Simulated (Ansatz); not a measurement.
# How fast states decay through Zn3CdTe4, part 2 of 3

Wanted: the relaxed cell of Zn3CdTe4, its band edges and its decay constants. It is built by putting Te for S in the Zn3CdS4 structure of space group P-43m, with the volume rescaled by atomic radii. The parent structure comes from the Materials Project.

Ansatz 0.2.0; r2SCAN DFT, plane waves, PAW files (the session's first sound run).

So far. Step 2 (Relaxing the new crystal): The largest force component on a free atom ends at 0.0019 eV/Å.

The structure was built from a prototype and need not be the compound's stable phase.

## Step 3: Band edges

The energy window and the wavevectors of the next steps follow from the band edges, so these are searched first, off the mesh as well.

input.yaml reads:

```yaml
crystal:
  lattice:
    - [6.2258645886, 0.0, 0.0]
    - [0.0, 6.2258645886, 0.0]
    - [0.0, 0.0, 6.2258645886]
  atoms:
    - { symbol: Zn, position: [0.0, 0.5, 0.5] }
    - { symbol: Zn, position: [0.5, 0.0, 0.5] }
    - { symbol: Zn, position: [0.5, 0.5, 0.0] }
    - { symbol: Cd, position: [0.0, 0.0, 0.0] }
    - { symbol: Te, position: [0.259657292, 0.259657292, 0.259657292] }
    - { symbol: Te, position: [0.740342708, 0.740342708, 0.259657292] }
    - { symbol: Te, position: [0.259657292, 0.740342708, 0.740342708] }
    - { symbol: Te, position: [0.740342708, 0.259657292, 0.740342708] }
kpoints:
  mp_grid: { grid: [4, 4, 4] }
  band_path: { path: [VBM, CBM], npoints: 30 }
scf:
  occupations: { method: fixed }
hamiltonian:
  xc: r2scan
output:
  eigenvalues: true
  write_potential: true
  write_density: true
  volumetric_format: npy
  elf: true
```

Command:

```console
$ ansatz run input.yaml --threads 2 --pin off --max-ram 4096MiB --backend cpu --events-out ev --progress --plain --runs-dir out
```

Numbers of over 12 decimals in the logs are rounded to 6 here.

What it wrote:

```text
[...]
Crystal: 8 atoms, lattice volume = 241.323 Å³
Basis set: ecut = 500 eV, 6043 PW (Γ), exchange–correlation on 192×192×192 points (64 copies of the dense FFT grid, shifted against one another)
Bands: 72, of which v1, the nominal top of the filled ones, is band 60 counted from 1 (59 counted from 0)
Symmetry: 24 space group operations
[...]
k-points: 10 of 64 (time reversal used)
[...]
SCF iter   1: F=—  HF=-46228.942308 eV  |F-HF|=—  |Δ(HF+E_count)|=         —  Δρ=1.08e-2  dr2=1.39e-1  dr2_τ=1.77e-2  ethr=1.77e-3  ⟨swp⟩=5.0  Hψ=2397  notcnv=0  defer=96
[...]
SCF iter   8: F=-46228.934134 eV  HF=-46228.934134 eV  |F-HF|=2.81e-8  |Δ(HF+E_count)|=   1.15e-7  Δρ=5.02e-6  dr2=5.42e-8  dr2_τ=2.07e-9  ethr=8.33e-11  ⟨swp⟩=12.1  Hψ=3400  notcnv=0
SCF 1 converged in 8 iterations: F = -46228.934134 eV  dr2 = 5.42e-8
[...]
NSCF: frozen V_eff on 20 k-points
[...]
SCF converged after 8 iterations
Free energy (F): -46228.934134 eV
[...]
Internal energy: -46228.934134 eV  (E = F + TS)
E sigma→0 (E₀):  -46228.934134 eV
Fermi energy:    6.711684 eV
[...]
--- Band table (eV; the first three rows and the last of 10) ---
  k-point 0: bands = [... 56 lower, 4.6443, 6.7117, 6.7117, 6.7117, 8.2474, 9.2333, 9.5125, 9.5125, ... 8 higher]
  k-point 1: bands = [... 56 lower, 4.8583, 5.4868, 6.3019, 6.3019, 9.3259, 9.4774, 9.9520, 10.2900, ... 8 higher]
  k-point 2: bands = [... 56 lower, 5.3597, 5.3597, 5.6370, 5.6370, 9.6830, 9.9088, 10.6393, 10.6561, ... 8 higher]
  k-point 9: bands = [... 56 lower, 5.8097, 6.0229, 6.0229, 6.0229, 8.8248, 8.8248, 8.8248, 9.0967, ... 8 higher]
```

Wall time 51 s (2 threads of Intel Xeon Platinum 8488C (Sapphire Rapids), shared host); peak memory 1.2 GiB.

This step gave:

| Quantity | Value |
| --- | --- |
| Fermi energy | 6.712 eV |
| gap on the k-mesh | 1.536 eV |
| gap on path | 1.536 eV, by band count; negative where bands overlap |
| direct gap on path | 1.536 eV |
| edge places on path | 0, 0 1/A along the path |

Levels at VBM (eV): -6.97, -6.97, -6.97, -6.93, -6.88, -6.88, -6.88, -6.86, -6.86, -6.77, -6.77, -6.76, -6.62, -6.62, -6.62, -4.98, -4.98, -4.50, -2.13, -2.13, -2.13, -2.07, -2.07, -2.07, 0.00, 0.00, 0.00, 1.54, 2.52, 2.80, 2.80, 2.80, 2.82, 2.82, 4.90, 4.90, 4.90, 7.85.

Electrostatic potential energy in the ac plane at fractional y = 0.000, with atoms of Zn and Cd within 0.2 Å of it. With pseudopotentials it is smooth inside the atoms' cores, unlike the true potential.

Ten even steps from '_' (-26 eV) to '@' (12 eV), each cell a mean:
```
__..==%%@@@@@@@@@@@@@@@@@@%%**::..
::--**%%@@@@@@@@@@@@@@@@@@@@##++::
**##%%@@@@@@@@@@@@@@@@@@@@@@%%##**
%%@@@@@@@@@@@@@@@@@@@@@@@@@@@@@@%%
@@@@@@@@@@@@@@@@@@@@@@@@@@@@@@@@@@
@@@@@@@@@@@@%%##**##%%@@@@@@@@@@@@
@@@@@@@@@@@@##--..::++%%@@@@@@@@@@
@@@@@@@@@@%%++______::##@@@@@@@@@@
@@@@@@@@@@%%==______..**@@@@@@@@@@
@@@@@@@@@@%%**..____--##@@@@@@@@@@
@@@@@@@@@@@@%%**==++##%%@@@@@@@@@@
@@@@@@@@@@@@@@%%%%%%@@@@@@@@@@@@@@
@@@@@@@@@@@@@@@@@@@@@@@@@@@@@@@@@@
##%%@@@@@@@@@@@@@@@@@@@@@@@@@@%%%%
--++##@@@@@@@@@@@@@@@@@@@@@@%%**==
..::++%%@@@@@@@@@@@@@@@@@@@@##--..
__..--##@@@@@@@@@@@@@@@@@@%%**::__
```
Columns run along a (6.2 Å; values clipped at the 3rd and 97th percentile), rows up along c (6.2 Å). Atoms in or near the plane, at fractional coordinates: Zn at (0.50, 0.50), Cd at (0.00, 0.00).

Valence density in the ac plane at fractional y = 0.000, with atoms of Zn and Cd within 0.2 Å of it. It is the smooth field of the valence electrons, not physical close to the nuclei.

Ten steps, logarithmic in the rise over the least value, from '_' (0 e/Å³) to '@' (32 e/Å³), each cell a mean:
```
%%##--..____________________::++%%
++==::______________________..--++
::....________________________..::
__________________________________
__________________________________
______________........____________
____________..::==--::..__________
____________::++%%##--..__________
____________::**@@%%==..__________
____________..==**++::..__________
____________....::::..____________
__________________________________
__________________________________
....____________________________..
==--..______________________..::--
##**--..____________________..==##
@@##==..____________________::++%%
```
Columns run along a (6.2 Å), rows up along c (6.2 Å). Atoms in or near the plane, at fractional coordinates: Zn at (0.50, 0.50), Cd at (0.00, 0.00).

ELF in the ac plane at fractional y = 0.000, with atoms of Zn and Cd within 0.2 Å of it. It is the smooth field of the valence electrons, not physical close to the nuclei.

Ten even steps from '_' (0.00) to '@' (0.87), each cell a mean:
```
%%**--......____________....::==##
++==::::::::..________::::::::--==
::::::--====::..____..--====::::::
..::--++++++==::....--==++++==::..
....--++**++==::..::--++**++==::..
__..::==++==--::....::==++==--::__
____..::----::........::----..____
______....::..______....::..______
________......______........______
______..::::::..____..::::::..____
____::--====::::....::--====::..__
__..--++++++==::..::--==++++==::..
..::--++**++==::....--++**++==::..
::..::==++++--..__..::==++++--::..
==--::::----::______..::----::::--
##++--..::..__________....::::==**
@@##==::..______________....::++%%
```
Columns run along a (6.2 Å), rows up along c (6.2 Å). Atoms in or near the plane, at fractional coordinates: Zn at (0.50, 0.50), Cd at (0.00, 0.00).

The searched edges give 1.54 eV, as on the mesh.

## Step 4: Decaying states in the gap

This step: r2SCAN DFT, plane waves, PAW files; complex bands by layer matching along the plane's normal (Ansatz 0.2.0).

The same crystal is laid in a cell whose first two vectors span the (001) plane (indices of the standard conventional cell, whose axes can be ordered otherwise than in the bulk input). At fixed energy and wavevector in the plane the solver finds all kz, real and complex. A few wavevectors are listed, (0, 0) and (0.5, 0) in units of the plane's reciprocal vectors; the slowest state needn't be among them.

input.yaml: that of step 3 with these lines changed.

```diff
@@ -2,5 +2,5 @@
   lattice:
-    - [6.2258645886, 0.0, 0.0]
-    - [0.0, 6.2258645886, 0.0]
-    - [0.0, 0.0, 6.2258645886]
+    - [6.225864589, 0.0, 0.0]
+    - [0.0, 6.225864589, 0.0]
+    - [0.0, 0.0, 6.225864589]
   atoms:
@@ -16,3 +16,2 @@
   mp_grid: { grid: [4, 4, 4] }
-  band_path: { path: [VBM, CBM], npoints: 30 }
 scf:
@@ -23,5 +22,6 @@
   eigenvalues: true
-  write_potential: true
-  write_density: true
-  volumetric_format: npy
-  elf: true
+  transmission:
+    leads: [[0, 0]]
+    kpoints: [[0.0, 0.0], [0.5, 0.0]]
+    e_range: [-1.0, 2.54]
+    de: 0.07
```

What it wrote:

```text
[...]
Crystal: 8 atoms, lattice volume = 241.323 Å³
Basis set: ecut = 500 eV, 6043 PW (Γ), exchange–correlation on 192×192×192 points (64 copies of the dense FFT grid, shifted against one another)
Bands: 72, of which v1, the nominal top of the filled ones, is band 60 counted from 1 (59 counted from 0)
Symmetry: 24 space group operations
[...]
k-points: 10 of 64 (time reversal used)
[...]
SCF iter   1: F=—  HF=-46228.942311 eV  |F-HF|=—  |Δ(HF+E_count)|=         —  Δρ=1.08e-2  dr2=1.39e-1  dr2_τ=1.77e-2  ethr=1.77e-3  ⟨swp⟩=5.0  Hψ=2397  notcnv=0  defer=96
[...]
SCF iter   8: F=-46228.934134 eV  HF=-46228.934134 eV  |F-HF|=2.81e-8  |Δ(HF+E_count)|=   1.15e-7  Δρ=5.02e-6  dr2=5.42e-8  dr2_τ=2.06e-9  ethr=8.33e-11  ⟨swp⟩=12.1  Hψ=3398  notcnv=0
SCF 1 converged in 8 iterations: F = -46228.934134 eV  dr2 = 5.42e-8
[...]
transmission: 9 of 18 steps passed
transmission: 18 of 18 steps passed
SCF converged after 8 iterations
Free energy (F): -46228.934134 eV
[...]
Internal energy: -46228.934134 eV  (E = F + TS)
E sigma→0 (E₀):  -46228.934134 eV
Fermi energy:    6.711684 eV
[...]
--- Band table (eV; the first three rows and the last of 10) ---
  k-point 0: bands = [... 56 lower, 4.6443, 6.7117, 6.7117, 6.7117, 8.2474, 9.2333, 9.5125, 9.5125, ... 8 higher]
  k-point 1: bands = [... 56 lower, 4.8583, 5.4868, 6.3019, 6.3019, 9.3259, 9.4774, 9.9520, 10.2900, ... 8 higher]
  k-point 2: bands = [... 56 lower, 5.3597, 5.3597, 5.6370, 5.6370, 9.6830, 9.9088, 10.6393, 10.6561, ... 8 higher]
  k-point 9: bands = [... 56 lower, 5.8097, 6.0229, 6.0229, 6.0229, 8.8248, 8.8248, 8.8248, 9.0967, ... 8 higher]
--- Transmission ---
  basis      : 405 plane waves across, 9 finite elements along
  points     : 2, as listed
  energies   : 51 from -1.000000 to 2.500000 eV about the Fermi level, 0.070000 eV apart; the leads are filled to 0.767840 eV, and channels, transmission and decay are at 0.750000 eV
  crystal 0  : Te4Zn3Cd1, at the sites [0, 0], period 6.2259 Å: whole cells are its period
    offset         : up to 0.0000 Å between an atom of the period and one for which it stands
    channels       : 0.000000e0 a spin
    conductance    : none, the energies end too early or step too widely for 300 K: set another output.transmission.e_range or a lower de, or, where they end at an eighth of basis.ecutwfc, a higher one
    slowest decay  : 0.1030 /Å at (0.0000, 0.0000)
```

Run time: 1.8 min. Hardware: 2 threads; peak memory 2.3 GiB; 3.6 min of CPU time.

Numbers from this step:

```yaml
level_to_which_the_leads_are_filled: 0.7678 eV from the Fermi level
decay_constant_at_the_filling_level_zone_centre: 0.1030 Å⁻¹
decay_constant_at_the_filling_level_slowest_listed_point: 0.103 Å⁻¹
```

K parallel (0, 0); values up to 1.5 1/Å, a degenerate pair printed once or twice; energies at which all values exceed this have no row. Table of Im kz of the slowest decaying states by energy, zero at the highest filled level on the SCF mesh:

```tsv
energy (eV)	decay 1 (Å⁻¹)	decay 2 (Å⁻¹)	decay 3 (Å⁻¹)	decay 4 (Å⁻¹)
-1.00	0.284	0.326	0.337	0.951
-0.86	0.292	0.333	0.343	0.930
-0.65	0.301	0.342	0.350	0.899
-0.44	0.306	0.347	0.352	0.867
-0.30	0.308	0.348	0.352	0.845
-0.16	0.309	0.349	0.351	0.824
-0.02	0.309	0.348	0.349	0.802
0.05	0.0367	0.0816	0.308	0.346
0.26	0.0774	0.181	0.305	0.339
0.40	0.0905	0.221	0.302	0.331
0.54	0.0984	0.255	0.298	0.320
0.75	0.103	0.290	0.299	0.329
0.96	0.0999	0.279	0.305	0.319
1.10	0.0931	0.271	0.307	0.311
1.24	0.0816	0.262	0.302	0.308
1.45	0.0476	0.245	0.287	0.305
1.66	0.226	0.269	0.300	0.489
1.80	0.210	0.255	0.276	0.314
1.94	0.192	0.239	0.252	0.324
2.15	0.158	0.212	0.219	0.331
2.36	0.109	0.178	0.181	0.275
2.50	0.0416	0.150	0.150	0.206
```

K parallel (0, 0). Table of Re kz of states that move upwards by energy, zero at the highest filled level on the SCF mesh:

```tsv
energy (eV)	channel 1 (Å⁻¹)	channel 2 (Å⁻¹)	channel 3 (Å⁻¹)
-1.00	-0.453	-0.453	-0.217
-0.93	-0.426	-0.426	-0.206
-0.79	-0.379	-0.379	-0.184
-0.72	-0.356	-0.356	-0.173
-0.65	-0.333	-0.333	-0.162
-0.51	-0.287	-0.287	-0.138
-0.44	-0.263	-0.263	-0.126
-0.37	-0.238	-0.238	-0.113
-0.23	-0.183	-0.183	-0.0859
-0.16	-0.151	-0.151	-0.0702
-0.02	-0.0521	-0.0521	-0.0237
0.05	-	-	-
0.12	-	-	-
0.26	-	-	-
0.33	-	-	-
0.40	-	-	-
0.54	-	-	-
0.61	-	-	-
0.68	-	-	-
0.82	-	-	-
0.89	-	-	-
0.96	-	-	-
1.10	-	-	-
1.17	-	-	-
1.24	-	-	-
1.38	-	-	-
1.45	-	-	-
1.52	-	-	-
1.66	0.0618	-	-
1.73	0.0790	-	-
1.87	0.108	-	-
1.94	0.122	-	-
2.01	0.135	-	-
2.15	0.160	-	-
2.22	0.172	-	-
2.29	0.185	-	-
2.43	0.211	-	-
2.50	0.225	-	-
```

K parallel (0.5, 0); values up to 1.5 1/Å, a degenerate pair printed once or twice; energies at which all values exceed this have no row. Im kz of the slowest decaying states against energy, zero at the highest filled level on the SCF mesh:

```tsv
energy (eV)	decay 1 (Å⁻¹)	decay 2 (Å⁻¹)	decay 3 (Å⁻¹)	decay 4 (Å⁻¹)
-1.00	0.0910	0.110	0.137	0.765
-0.86	0.0985	0.164	0.181	0.746
-0.65	0.104	0.159	0.210	0.219
-0.44	0.184	0.229	0.240	0.245
-0.30	0.217	0.255	0.258	0.260
-0.16	0.243	0.267	0.268	0.284
-0.02	0.264	0.276	0.277	0.303
0.05	0.273	0.279	0.281	0.311
0.26	0.287	0.290	0.296	0.332
0.40	0.290	0.294	0.308	0.342
0.54	0.292	0.297	0.317	0.350
0.75	0.292	0.298	0.328	0.358
0.96	0.290	0.297	0.335	0.362
1.10	0.287	0.295	0.338	0.363
1.24	0.283	0.292	0.340	0.363
1.45	0.274	0.285	0.327	0.351
1.66	0.263	0.276	0.317	0.346
1.80	0.254	0.268	0.310	0.342
1.94	0.244	0.259	0.303	0.340
2.15	0.225	0.243	0.290	0.330
2.36	0.201	0.223	0.275	0.315
2.50	0.180	0.207	0.262	0.303
```

At the listed wavevectors the last open channel is at -0.02 eV and the next at +1.59 eV on the grid. At +0.75 eV, the grid energy nearest the filling level (the middle of the gap on the SCF mesh), the slowest state at the listed wavevectors decays with κ = 0.103 Å⁻¹, its amplitude falling by e over 9.7 Å. Through 1 nm of this crystal that state's transmission falls by exp(−2 × 0.103 Å⁻¹ × 10 Å) = 0.13.

## Step 5: Decay over the two-dimensional zone

The listed points could miss the slowest state, so one energy near mid-gap is solved on a mesh of 8×8.

input.yaml: that of step 4 with these lines changed.

```diff
@@ -22,6 +22,2 @@
   eigenvalues: true
-  transmission:
-    leads: [[0, 0]]
-    kpoints: [[0.0, 0.0], [0.5, 0.0]]
-    e_range: [-1.0, 2.54]
-    de: 0.07
+  transmission: { leads: [[0, 0]], kmesh: [8, 8], e_range: [0.77, 0.78], de: 0.05 }
```

What it wrote:

```text
[...]
Crystal: 8 atoms, lattice volume = 241.323 Å³
Basis set: ecut = 500 eV, 6043 PW (Γ), exchange–correlation on 192×192×192 points (64 copies of the dense FFT grid, shifted against one another)
Bands: 72, of which v1, the nominal top of the filled ones, is band 60 counted from 1 (59 counted from 0)
Symmetry: 24 space group operations
[...]
k-points: 10 of 64 (time reversal used)
[...]
SCF iter   1: F=—  HF=-46228.942311 eV  |F-HF|=—  |Δ(HF+E_count)|=         —  Δρ=1.08e-2  dr2=1.39e-1  dr2_τ=1.77e-2  ethr=1.77e-3  ⟨swp⟩=5.0  Hψ=2397  notcnv=0  defer=96
[...]
SCF iter   8: F=-46228.934134 eV  HF=-46228.934134 eV  |F-HF|=2.81e-8  |Δ(HF+E_count)|=   1.15e-7  Δρ=5.02e-6  dr2=5.42e-8  dr2_τ=2.06e-9  ethr=8.33e-11  ⟨swp⟩=12.1  Hψ=3398  notcnv=0
SCF 1 converged in 8 iterations: F = -46228.934134 eV  dr2 = 5.42e-8
[...]
transmission: 36 of 189 steps passed
transmission: 72 of 189 steps passed
[...]
transmission: 189 of 189 steps passed
SCF converged after 8 iterations
Free energy (F): -46228.934134 eV
[...]
Internal energy: -46228.934134 eV  (E = F + TS)
E sigma→0 (E₀):  -46228.934134 eV
Fermi energy:    6.711684 eV
[...]
--- Band table (eV; the first three rows and the last of 10) ---
  k-point 0: bands = [... 56 lower, 4.6443, 6.7117, 6.7117, 6.7117, 8.2474, 9.2333, 9.5125, 9.5125, ... 8 higher]
  k-point 1: bands = [... 56 lower, 4.8583, 5.4868, 6.3019, 6.3019, 9.3259, 9.4774, 9.9520, 10.2900, ... 8 higher]
  k-point 2: bands = [... 56 lower, 5.3597, 5.3597, 5.6370, 5.6370, 9.6830, 9.9088, 10.6393, 10.6561, ... 8 higher]
  k-point 9: bands = [... 56 lower, 5.8097, 6.0229, 6.0229, 6.0229, 8.8248, 8.8248, 8.8248, 9.0967, ... 8 higher]
--- Transmission ---
  basis      : 405 plane waves across, 9 finite elements along
  points     : 21, standing for a mesh of 8 x 8
  energies   : 1 from 0.770000 to 0.770000 eV about the Fermi level; the leads are filled to 0.767840 eV, and channels, transmission and decay are at 0.770000 eV
  crystal 0  : Te4Zn3Cd1, at the sites [0, 0], period 6.2259 Å: whole cells are its period
[...]
channels       : 0.000000e0 a spin
    conductance    : none, crystal 0 has no channel at the energies, or these end too early or step too widely for 300 K: set another output.transmission.e_range or a lower de, or, where they end at an eighth of basis.ecutwfc, a higher one
    slowest decay  : 0.1030 /Å at (0.0000, 0.0000)
```

Wall time 2 min (2 threads); peak memory 2.6 GiB; 4 min of CPU time.

Numbers from this step:

```yaml
least_decay_constant_on_the_mesh: 0.103 Å⁻¹
```

Slowest decay constant (1/Å; 0 where a channel is open) over k1 and k2. At 0.7700 eV from the Fermi level.

Values, 8 rows by 8 columns:
```
0.231 0.208 0.231 0.271 0.287 0.271 0.231 0.208
0.288 0.231 0.211 0.225 0.237 0.225 0.211 0.231
0.323 0.271 0.225 0.206 0.209 0.206 0.225 0.271
0.292 0.287 0.237 0.209 0.103 0.209 0.237 0.287
0.323 0.271 0.225 0.206 0.209 0.206 0.225 0.271
0.288 0.231 0.211 0.225 0.237 0.225 0.211 0.231
0.231 0.208 0.231 0.271 0.287 0.271 0.231 0.208
0.205 0.231 0.288 0.323 0.292 0.323 0.288 0.231
```
Columns: k1 (b1) from -0.5 to 0.375; rows upwards: k2 (b2) from -0.5 to 0.375.

The least value on the mesh is 0.103 Å⁻¹ at +0.77 eV. At that energy the listed points give about 0.103 Å⁻¹ by interpolation, so the mesh holds no clearly slower state.

[end of part 2 of 3]

[Logs are printed without paths, hosts, clocks, repeated set-up lines and the standing remarks that a program may print on its own settings, such as how far it seeks lower states.]

[Hosts, paths, dates, database ids (printed as entryN), source tags and the programs' standing remarks are cut or masked in the printed files.]
